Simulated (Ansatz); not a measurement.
## Hf (Im-3m, 1 atom in the cell): a soft mode frozen in

Which phase does Hf (Im-3m, 1 atom in the cell) fall into along its unstable mode, and how much energy does it gain?

Program: Ansatz 0.2.0. Level of theory: DFT PBEsol, scalar-relativistic, plane waves, PAW; PAW set soft_1. Values are calculated unless marked as measured.

Report form: inputs, costs, results and the conclusion, without the logs.

This is not the structure that Hf takes at ambient pressure (hexagonal, No. 194); it is a model or a phase of other conditions.

### 1. The starting structure

It takes space group Im-3m (No. 229, cubic). The conventional cell has a = 3.489 Å, b = 3.489 Å, c = 3.489 Å, α = 90.00°, β = 90.00°, γ = 90.00°. Nearest to Hf lie 8 Hf at 3.02 Å.

Structure file:

```cif
data_structure
_symmetry_space_group_name_H-M 'P 1'
_symmetry_Int_Tables_number 1
_cell_length_a 3.0218
_cell_length_b 3.0218
_cell_length_c 3.0218
_cell_angle_alpha 109.471
_cell_angle_beta 109.471
_cell_angle_gamma 109.471
_cell_volume 21.24
loop_
_atom_site_label
_atom_site_type_symbol
_atom_site_fract_x
_atom_site_fract_y
_atom_site_fract_z
_atom_site_occupancy
Hf1 Hf 0.00000 0.00000 0.00000 1
```

### 2. The dispersion

Stability and thermal properties need the whole zone. Linear response on a 4×4×4 q mesh gives force constants as far as a supercell of that size would.

input.yaml

```yaml
crystal:
  lattice:
    - [-1.7446091036, 1.7446091036, 1.7446091036]
    - [1.7446091036, -1.7446091036, 1.7446091036]
    - [1.7446091036, 1.7446091036, -1.7446091036]
  atoms:
    - { symbol: Hf, position: [0.0, 0.0, 0.0] }
kpoints:
  mp_grid: { grid: [16, 16, 16] }
hamiltonian:
  xc: pbesol
  pseudopotentials: { kind: paw, azcp: { folder: soft_1 }, xc_functional: pbe }
scf:
  occupations: { method: methfessel_paxton, width: 0.2 }
output:
  eigenvalues: true
phonons:
  method: dfpt
  qmesh: [4, 4, 4]
  temperatures: { t_max: 1000, t_step: 50 }
  qpath:
    path:
      - [[0.0, 0.0, 0.0], [0.5, -0.5, 0.5], [0.0, 0.0, 0.5], [0.0, 0.0, 0.0], [0.25, 0.25, 0.25], [0.5, -0.5, 0.5]]
      - [[0.25, 0.25, 0.25], [0.0, 0.0, 0.5]]
    npoints: 10
```

The run is started by

```sh
> ansatz run input.yaml --threads 4 --pin off --max-ram 10240MiB --backend cpu --events-out ev --progress --plain --runs-dir out
```

Elapsed: 2.7 min, on 4 threads of Arm Neoverse V2, shared host; peak memory 3.9 GiB.

Numbers from this step:

```yaml
volume_per_atom: 21.24 Å³
gap_on_the_k_mesh: 0 eV
sum_rule_residual_before_enforcement: 7.83e-6 eV/Å²
lowest_frequency_on_the_path: -87.86 cm⁻¹
highest_frequency_on_path_mesh_or_solved_points: 138.3 cm⁻¹
lowest_mode_on_the_q_mesh_acoustic_modes_at_gamma_apart: -87.56 cm⁻¹
```

Frequencies (cm⁻¹) solved at each irreducible wavevector; negative means imaginary. Frequencies by wavevector, by row:

```tsv
q in reciprocal lattice units	star	mode 1	mode 2	mode 3
0 0 0	1	0	0	0
0 0 0.25	12	-45.9	56.5	93.5
0 0 -0.5	6	-87.6	88.6	96.4
0 0.25 0.25	24	-54.1	54.8	110.8
0.25 0.25 0.25	2	-36.3	-36.3	-36.3
0.25 0.25 -0.25	6	73.6	92	92
0.25 -0.5 -0.5	12	96.6	117.5	119.2
-0.5 -0.5 -0.5	1	138.3	138.3	138.3
```

Interpolated from a 4×4×4 q mesh. Phonon branches along the path, in cm⁻¹:

```tsv
point	branch 1	branch 2	branch 3
Γ	0	0	0
halfway	74	92	92
H	138	138	138
halfway	97	118	119
N	-88	89	96
halfway	-46	56	94
Γ	0	0	0
halfway	-44	-44	118
P	-36	-36	-36
halfway	79	107	107
H	138	138	138
jump to P	-36	-36	-36
halfway	-86	65	86
N	-88	89	96
```

Symmetry leaves 8 wavevectors to solve. The lowest mode among them, the acoustic zeros apart, lies at q = (0, 0, -0.5) and is imaginary, 87.6i cm⁻¹, so the energy falls along it.

### 3. The mode frozen in, largest atomic shift 0 Å

The mode followed lies at q = (0, 0, -0.5) with frequency 87.6i cm⁻¹, the softest among the wavevectors solved. At small amplitude the pattern taken leaves space group no. 63 by a symmetry search on the positions. The undistorted cell that holds it gives the zero of energy on the same k mesh.

System of this step: Hf. The structure is cubic, space group Im-3m (No. 229). Conventional cell: a = 3.489 Å, b = 3.489 Å, c = 3.489 Å, α = 90.00°, β = 90.00°, γ = 90.00°. Nearest to Hf lie 8 Hf at 3.02 Å.

input.yaml, the sections that differ from step 2:

```yaml
crystal:
  lattice:
    - [-1.7446091036, 1.7446091036, 1.7446091036]
    - [1.7446091036, -1.7446091036, 1.7446091036]
    - [3.4892182072, 3.4892182072, 0.0]
  atoms:
    - { symbol: Hf, position: [0.0, 0.0, 0.0] }
    - { symbol: Hf, position: [0.5, 0.5, 0.5] }
kpoints:
  mp_grid: { grid: [14, 14, 8] }
output:
  forces: true
  stress: true
  eigenvalues: true
# hamiltonian, scf: as in step 2
# phonons: removed
```

It took 4 s on 4 threads; peak memory 0.54 GiB; 15 s of CPU time.

This step gave:

- pressure: 0.009971 GPa
- energy from the undistorted cell: 0 meV/atom

The run ends at a pressure of 0.01 GPa.

### 4. The mode frozen in, largest atomic shift 0.32 Å

The atoms are moved along the unstable eigenvector, the largest shift by 0.32 Å, with the cell fixed.

input.yaml, the sections that differ from step 3:

```yaml
crystal:
  lattice:
    - [-1.7446091036, 1.7446091036, 1.7446091036]
    - [1.7446091036, -1.7446091036, 1.7446091036]
    - [3.4892182072, 3.4892182072, 0.0]
  atoms:
    - { symbol: Hf, position: [-0.0648495326, 0.0648495326, 0.0] }
    - { symbol: Hf, position: [0.5648495326, 0.4351504674, 0.5] }
output:
  forces: true
  stress: true
  eigenvalues: true
  write_density: true
  write_potential: true
  elf: true
  volumetric_format: npy
# kpoints, hamiltonian, scf: as in step 3
```

Elapsed: 5.5 s, on 4 threads; peak memory 0.56 GiB.

Read from the output:

```yaml
pressure: 1.453 GPa
energy_from_the_undistorted_cell: -77.30 meV/atom
```

The energy, extrapolated to zero smearing, is -77.30 meV/atom against the undistorted cell.

The run ends at a pressure of 1.45 GPa, with forces up to 0.15 eV/Å.

### 5. Energy along the mode, all amplitudes (two of the runs are shown above)

An imaginary frequency means negative curvature, so the energy should fall and then rise again as anharmonic terms take over.

Numbers from this step:

| Property | Result |
| --- | --- |
| depth at the lowest point sampled | 77.30 meV/atom |
| largest atomic shift at that point | 0.32 Å |

The energy from the parent by largest atomic shift:

```tsv
largest atomic shift (Å)	energy from the parent (meV/atom)
0.000	0
0.040	-3.81
0.080	-14.4
0.140	-38.1
0.220	-68.0
0.320	-77.3
0.450	-13.4
0.600	161
```

Displacement at unit largest shift by atom:

```tsv
atom	x (Å)	y (Å)	z (Å)	size
Hf1	0.707	-0.707	0.000	1.000
Hf2	-0.707	0.707	0.000	1.000
```

The lowest step is at 0.32 Å, 77.3 meV/atom below the parent, and the energy rises beyond it.

### 6. Relaxing from the distorted cell

Starting from the lowest point found, all atoms and the cell are let go, so that strain and other modes of the same symmetry can join in.

Changes to input.yaml since step 4:

```diff
@@ -19,5 +19,6 @@
   eigenvalues: true
-  write_density: true
-  write_potential: true
-  elf: true
-  volumetric_format: npy
+relax:
+  adjacent_minimum: "off"
+  f_tol: 0.002
+  max_steps: 120
+  cell: { stress_tol: 0.03 }
```

Run time: 44 s. Hardware: 4 threads; peak memory 0.59 GiB.

The steps of the relaxation:

```tsv
step	energy less that of the first step (eV)	largest force component (eV/Å)	pressure (GPa)	volume (Å³)
1	0.0000	0.1080	1.45	42.48
2	-0.0627	0.1799	-0.54	43.31
3	-0.1146	0.0878	-0.35	43.39
4	-0.1693	0.0289	0.02	43.23
5	-0.1764	0.0003	0.04	43.18
6	-0.1765	0.0001	-0.01	43.20
7	-0.1765	0.0000	0.00	43.20
8*	-0.1773	0.0001	0.02	43.20
9	-0.1773	0.0001	0.00	43.20
10*	-0.1773	0.0001	0.00	43.20
```

Relaxation steps marked * repeat the geometry before them on a plane-wave basis chosen anew for their cell, so energy and pressure can jump there.

Forces are held to the 8 operations that the program found; a distortion that breaks them can't arise in this run.

```tsv
cell as run	before	after	change
a (Å)	3.022	3.160	+4.6 %
b (Å)	3.022	3.160	+4.6 %
c (Å)	4.934	4.997	+1.3 %
γ (°)	109.47	120.00	+9.6 %
volume (Å³/atom)	21.24	21.60	+1.7 %
```

The atoms that moved most (Å, as changes of fractional coordinates times the final cell):

```tsv
atom	dx	dy	dz	length
Hf1	0.072	-0.072	0.000	0.101
Hf2	-0.072	0.072	0.000	0.101
```

The relaxed structure:

```cif
data_structure
_symmetry_space_group_name_H-M 'P 1'
_symmetry_Int_Tables_number 1
_cell_length_a 3.1598
_cell_length_b 3.1598
_cell_length_c 4.9966
_cell_angle_alpha 90.000
_cell_angle_beta 90.000
_cell_angle_gamma 119.999
_cell_volume 43.20
loop_
_atom_site_label
_atom_site_type_symbol
_atom_site_fract_x
_atom_site_fract_y
_atom_site_fract_z
_atom_site_occupancy
Hf1 Hf 0.91666 0.08334 0.00000 1
Hf2 Hf 0.58334 0.41666 0.50000 1
```

This step gave:

```yaml
pressure: -0.004072 GPa
volume_per_atom: 21.60 Å³
```

The distorted start has space group Cmcm; the relaxation ends in P6_3/mmc.

### 7. The new phase in its own primitive cell

The relaxed structure is symmetrised, reduced to its primitive cell and relaxed tightly, as its phonons need.

input.yaml, the sections that differ from step 6:

```yaml
crystal:
  lattice:
    - [3.1598100929, 0.0, 0.0]
    - [-1.5799050465, 2.7364758116, 0.0]
    - [0.0, 0.0, 4.9965960553]
  atoms:
    - { symbol: Hf, position: [0.6666666667, 0.3333333333, 0.75] }
    - { symbol: Hf, position: [0.3333333333, 0.6666666667, 0.25] }
kpoints:
  mp_grid: { grid: [15, 15, 8] }
relax:
  adjacent_minimum: "off"
  f_tol: 0.001
  max_steps: 60
  cell: { stress_tol: 0.01 }
# hamiltonian, scf, output: as in step 6
```

Run time: 7.8 s. Hardware: 4 threads; peak memory 0.45 GiB.

Little changed from the start: no atom moved by 0.005 Å and no cell edge by 0.1 %.

Read from the output:

| Property | Result |
| --- | --- |
| pressure | 0.001931 GPa |

The forces vanish by symmetry and the pressure is 0.002 GPa, within the tolerances set. The cell now holds 21.60 Å³/atom.

### 8. Modes of the new phase, k-mesh 15×15×8

A relaxed structure may still be a saddle point, so its zone-centre modes are computed. No field response is asked, since the mesh shows no gap.

input.yaml, the sections that differ from step 7:

```yaml
crystal:
  lattice:
    - [3.1603959713, 0.0, 0.0]
    - [-1.5801979857, 2.7369831972, 0.0]
    - [0.0, 0.0, 4.9953186805]
  atoms:
    - { symbol: Hf, position: [0.6666666667, 0.3333333333, 0.75] }
    - { symbol: Hf, position: [0.3333333333, 0.6666666667, 0.25] }
output:
  eigenvalues: true
phonons:
  method: dfpt
# kpoints, hamiltonian, scf: as in step 7
# relax: removed
```

It took 27 s on 4 threads; peak memory 1.5 GiB; 1.7 min of CPU time.

Read from the output:

```yaml
sum_rule_residual_before_enforcement: 2.77e-5 eV/Å²
point_group: 6/mmm
highest_optical_mode_at_the_zone_centre_no_lo_to_term: 106.0 cm⁻¹
lowest_optical_zone_centre_mode: 79.25 cm⁻¹
```

Patterns of degenerate modes are one choice out of their space. Modes at Γ:

```tsv
mode	frequency (cm⁻¹)	symmetry
1	0.0	acoustic
2	0.0	acoustic
3	0.0	acoustic
4	79.2	E2g
5	79.2	E2g
6	106.0	B1g
```

Displacements in mode 5 (79.2 cm⁻¹), the largest set to 1:
```
Hf1  1.00  0.00  0.00
Hf2 -1.00  0.00  0.00
```

Displacements in mode 6 (106.0 cm⁻¹), the largest set to 1:
```
Hf1  0.00  0.00  1.00
Hf2  0.00  0.00 -1.00
```

Before it was imposed, the acoustic sum rule was missed by 2.8e-5 eV/Å². Small misses are needed for a sound result but don't prove that mesh and cutoff are converged. The lowest optical mode is real, 79.2 cm⁻¹.

### 9. What came out

```yaml
unstable_mode_of_the_parent: q = (0, 0, -0.5), 88i cm⁻¹
depth_at_the_lowest_point_sampled: 77.3 meV/atom
largest_atomic_shift_at_that_point: 0.32 Å
space_group_reached: P6_3/mmc
energy_gained_over_the_parent_first_relaxation_on_the_mesh_of_the_frozen_mode: 166 meV/atom
volume_per_atom_phase_reached: 21.6 Å³
lowest_optical_zone_centre_mode_phase_reached: 79.2 cm⁻¹
highest_optical_mode_at_the_zone_centre_no_lo_to_term_phase_reached: 106 cm⁻¹
```

In words: Along this mode the structure falls into P6_3/mmc, 166 meV/atom below the parent. At the parent's cell the well is 77.30 meV/atom deep on the steps tried, with its lowest point at a shift of 0.32 Å. Relaxing atoms and cell changes the gain by +89.06 meV/atom against the lowest step (energies at zero smearing). The new phase has no imaginary mode at the zone centre of its cell; other wavevectors were not checked. Of the 2 patterns followed from this parent, this one reaches the lowest energy. Each path keeps the symmetry of its pattern, so a lower phase may lie along a pattern not tried. With no gap, or one that is small against the smearing, the frequencies hang on the k mesh and the smearing, most of all near Kohn anomalies. Spin-orbit coupling is left out, which can matter for the heavy elements here. The PAW files were made for PBE and serve the other functionals too.

[Long decimals in the printed logs are rounded to 6 places.]

[Logs are printed without paths, hosts, clocks, repeated set-up lines and the standing remarks that a program may print on its own settings, such as how far it seeks lower states.]

[Hosts, paths, dates, database ids (printed as entryN), source tags and the programs' standing remarks are cut or masked in the printed files.]

[Where the starting crystal was built by hand or by swapping elements, it need not be the compound's stable phase.]
